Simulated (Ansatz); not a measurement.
# AlN (F-43m):V_Al-Bi_N, thermodynamic levels from a 54-atom cell, part 2 of 2

Aim: at which Fermi levels does V_Al-Bi_N in AlN (F-43m) change its charge? The model is a cell of 54 host atoms with 1 site emptied and Bi put on another atom's site.

Ansatz; place-levels on r2SCAN runs: charge-transition levels and formation energies with image-charge correction and potential alignment at the atomic sites; PAW set soft_1.

So far: The structure; What was run first; Levels against the band edges, r2SCAN.

### Step 3. Levels against the band edges, r2SCAN (continued)

Levels between the charges placed, in eV above the valence top:

```tsv
	gap (eV)	(+1/0)	(0/−1)	(−1/−2)	(−2/−3)
r2SCAN	3.92	3.00	3.26	4.02	4.14
```

Corrections by state:

```tsv
charge	moment (μB)	image terms and alignment (eV)	band filling (eV)	ε used	over the lowest of its charge, as the program ranks them, band filling apart (eV)
+1	2.0	0.659	-	8.51	0.000
0	1.0	0.000	-	-	0.000
−1	2.0	-0.098	-	8.51	0.000
−2	1.0	0.375	-	8.51	0.000
−3	0.0	1.389	-0.602	8.51	0.000
+1	0.0	0.661	-	8.51	0.251
−1	0.0	-0.097	-	8.51	0.074
−3	2.0	1.261	-	8.51	0.841
```

The charged structures listed were also run neutral, and place-levels reads from each pair, by the potential or the spins, how wide the charge is by which they differ; that can be the carrier of either run.

```tsv
charge	rms radius (Å)	spread where it is widest against the cell (Å)	wide from (Å)	reading
+1	2.5	1.91	1.31	wide
−1	2.0	1.41	1.31	wide
−2	2.1	1.40	1.31	wide
−3	2.2	1.56	1.31	wide
```

The neutral runs of these pairs need not share the spin of the lowest neutral state, and very wide values only mean spread over the cell.

From the program's caveats on the states, each cut to its opening words:

- charge +1 (2 μB), −3 (2 μB): it parts from the run at its places by a charge that spreads by about 1.9 Å along one vector (1.3 Å or more is wide), by its potential at epsilon 4.64, taken [...]
- charge +1 (2 μB): its displacements don't fall off away from the defect: farther atoms stand 0.014 Å off the host's places
- charge +1 (2 μB), 0 (1 μB), −1 (2 μB), −2 (1 μB), −3 (2 μB): flagged: stability check not made
- charge 0 (1 μB): its sublattices stand up to 0.0108 Å off the host's, which by the two runs' forces adds about +0.02 eV to its energy against the host's, and moves the band [...]
- charge 0 (1 μB): its displacements don't fall off away from the defect: farther atoms stand 0.027 Å off the host's places
- charge −1 (2 μB), −2 (1 μB): it parts from the run at its places by a charge that spreads by about 1.4 Å along one vector (1.3 Å or more is wide), by its potential at epsilon 4.64, taken [...]
- charge −1 (2 μB): its alignment with the host at atomic sites is doubtful: the mean over the far sites moves by +0.0710 eV from their farther parts to their nearer, more than [...]
- charge −1 (2 μB): its sublattices stand up to 0.0064 Å off the host's, which by the two runs' forces adds about +0.02 eV to its energy against the host's, and moves the band [...]
- charge −1 (2 μB): its displacements don't fall off away from the defect: farther atoms stand 0.021 Å off the host's places
- charge −2 (1 μB): its alignment with the host at atomic sites is doubtful: the mean over the far sites moves by +0.1036 eV from their farther parts to their nearer, more than [...]
- charge −2 (1 μB): its sublattices stand up to 0.0042 Å off the host's, which by the two runs' forces adds about +0.01 eV to its energy against the host's, and moves the band [...]
- charge −2 (1 μB): its displacements don't fall off away from the defect: farther atoms stand 0.023 Å off the host's places
- charge −3: it parts from the run at its places by a charge that spreads by about 1.6 Å along one vector (1.3 Å or more is wide), by its potential at epsilon 4.64, taken [...]
- charge −3: a band-filling correction moves a carrier to the host's band edge, which changes its energy by -0.602 eV

The host's formation energy from the elements is -1.603 eV per atom; it sets how far the chemical potentials can move.

Limit set by the element alone; other compounds of these elements are not counted. Chemical potentials from the elements' reference states: Al 0.00 eV, N -3.21 eV, Bi 0.00 eV. Formation energy by charge state (Al-rich; gap 3.92 eV):

```tsv
charge	at valence top (eV)	at conduction bottom (eV)	correction included (eV)
+1	5.75	9.67	0.66
0	8.75	8.75	0.00
−1	12.01	8.09	-0.10
−2	16.03	8.19	0.38
−3	20.17	8.41	0.79
```

(Fermi level (eV), lowest formation energy (eV)): (0.00, 5.75), (0.36, 6.10), (0.71, 6.46), (1.07, 6.81), (1.42, 7.17), (1.78, 7.53), (2.14, 7.89), (2.49, 8.24), (2.85, 8.60), (3.21, 8.75), (3.56, 8.45), (3.92, 8.09)

Limit set by the element alone; other compounds of these elements are not counted. Chemical potentials from the elements' reference states: N 0.00 eV, Al -3.21 eV, Bi 0.00 eV. Formation energies (N-rich), with the Fermi level at the valence top and at the conduction bottom (gap 3.92 eV):

```tsv
charge	at valence top (eV)	at conduction bottom (eV)	correction included (eV)
+1	5.75	9.67	0.66
0	8.75	8.75	0.00
−1	12.01	8.09	-0.10
−2	16.03	8.19	0.38
−3	20.17	8.41	0.79
```

(Fermi level (eV), lowest formation energy (eV)): (0.00, 5.75), (0.36, 6.10), (0.71, 6.46), (1.07, 6.81), (1.42, 7.17), (1.78, 7.53), (2.14, 7.89), (2.49, 8.24), (2.85, 8.60), (3.21, 8.75), (3.56, 8.45), (3.92, 8.09)

### Step 4. The same at the relaxations' own k-points

The relaxations' own energies give the levels at their sampling, for comparison.

levels.relax_mesh.yaml reads:

```yaml
host:
  run: host.relax.run
states: [qm3.relax.run, qm3_M2.relax.run, qm2_M1.relax.run, qm1.relax.run, qm1_M2.relax.run, q0_M1.relax.run, qp1.relax.run, qp1_M2.relax.run]
chemical_potentials:
  Al:
    energy: -540.418346
    dataset: <sha256 of the dataset>
  "N":
    energy: -384.814403
    dataset: "<sha256 of the dataset>"
  Bi:
    energy: -12413.333252
    dataset: "<sha256 of the dataset>"
```

The run is started by

```bash
ansatz place-levels levels.relax_mesh.yaml -- --threads 4 --pin off --max-ram 7536MiB
```

The log of the run:

```text
(+1/0) 3.008 eV above the valence edge, 0.862 eV under the conduction edge
(0/-1) 3.314 eV above the valence edge, 0.556 eV under the conduction edge
(-1/-2) 4.188 eV above the valence edge, in the conduction band; not on the lower envelope
[...]
formation energy of charge +1: +8.675 eV with the Fermi level at the valence edge
formation energy of charge 0: +11.683 eV with the Fermi level at the valence edge
formation energy of charge -1: +14.997 eV with the Fermi level at the valence edge
formation energy of charge -2: +19.186 eV with the Fermi level at the valence edge
formation energy of charge -3: +23.292 eV with the Fermi level at the valence edge
  edges by r2scan, gap 3.870 eV; the host is sampled to repeats of 9.27 Å
[... the lines on each state left out ...]
```

The job ended after 0.26 s (4 threads of Arm Neoverse V1, shared host).

Levels between neighbouring charges, in eV above the valence top:

```tsv
	gap (eV)	(+1/0)	(0/−1)	(−1/−2)	(−2/−3)
one point at (¼, ¼, ¼)	3.87	3.01	3.31	4.19	4.11
a 2×2×2 shifted mesh	3.92	3.00	3.26	4.02	4.14
```

Going from one point at (¼, ¼, ¼) to a 2×2×2 shifted mesh moves the levels that carry no band-filling term by up to 0.17 eV and formation energies against the elements by up to 0.28 eV; band-filling terms, which differ between samplings, are in these energies.

### Step 5. What came out

```yaml
gap_of_the_host: 3.92 eV (r2SCAN)
level_plus_1_over_0: 3.00 eV above the valence top
level_0_minus_1: 3.26 eV above the valence top
level_minus_1_minus_2: 4.02 eV above the valence top, past the conduction bottom
level_minus_2_minus_3: 4.14 eV above the valence top, past the conduction bottom (4.74 eV above the valence top without the band-filling term)
lowest_of_the_charges_placed_just_above_the_valence_top_0p02_ev: +1
lowest_of_the_charges_placed_just_below_the_conduction_bottom_0p02_ev: −1
lowest_formation_energy_at_mid_gap_of_the_charges_run_al_rich: 7.71 eV
lowest_formation_energy_at_mid_gap_of_the_charges_run_n_rich: 7.71 eV
```

**Reading.** Of the charges placed (−3, −2, −1, 0 and +1), the lowest changes at 3.00 eV (+1/0) and 3.26 eV (0/−1) above the valence top, in a gap of 3.92 eV. (−1/−2) lies 0.10 eV from a band edge, less than the doubt on such levels. Charges above +1 were not placed, so these runs say nothing of levels that involve them. States placed: +1 at 2 μB and 0 μB; 0 at 1 μB; −1 at 2 μB and 0 μB; −2 at 1 μB; −3 at 0 μB and 2 μB. Other spin states or structures, where not listed, weren't placed. The program finds carriers beyond a band edge of the host and adds a band-filling term at charge −3 (-0.60 eV); steps to such a charge show no bound level, and a defect level inside a band would be read the same way. Bi is taken at its element; compounds, which aren't counted here, bound the chemical potentials and would shift these formation energies. Going from one point at (¼, ¼, ¼) to a 2×2×2 shifted mesh moves the levels that carry no band-filling term by up to 0.17 eV and formation energies against the elements by up to 0.28 eV; band-filling terms, which differ between samplings, are in these energies. The program doubts the alignment of potentials for at least one state, a sign that the cell is small. Keep in mind: r2SCAN makes the gap too small and tends to spread out bound carriers; where a gas molecule sets a chemical potential or the host's formation energy, its binding is uncorrected; spin–orbit coupling, which can matter with heavy atoms, is left out; force components of up to 0.51 eV/Å remain in a run at the final settings.

[Logs are printed without paths, hosts, clocks, repeated set-up lines and the standing remarks that a program may print on its own settings, such as how far it seeks lower states.]

[Hosts, paths, dates, database ids (printed as entryN), source tags and the programs' standing remarks are cut or masked in the printed files.]

[Where a table of states has a column of steps, it counts the stored structures, which are thinned; the runs took as many ionic steps or more.]

[A defect's name tells the site on which it was built; relaxed atoms can leave that site.]

[For some hosts the program warned that the k-mesh of the response run may be too coarse for force constants and the static dielectric constant; such warnings are not shown here.]
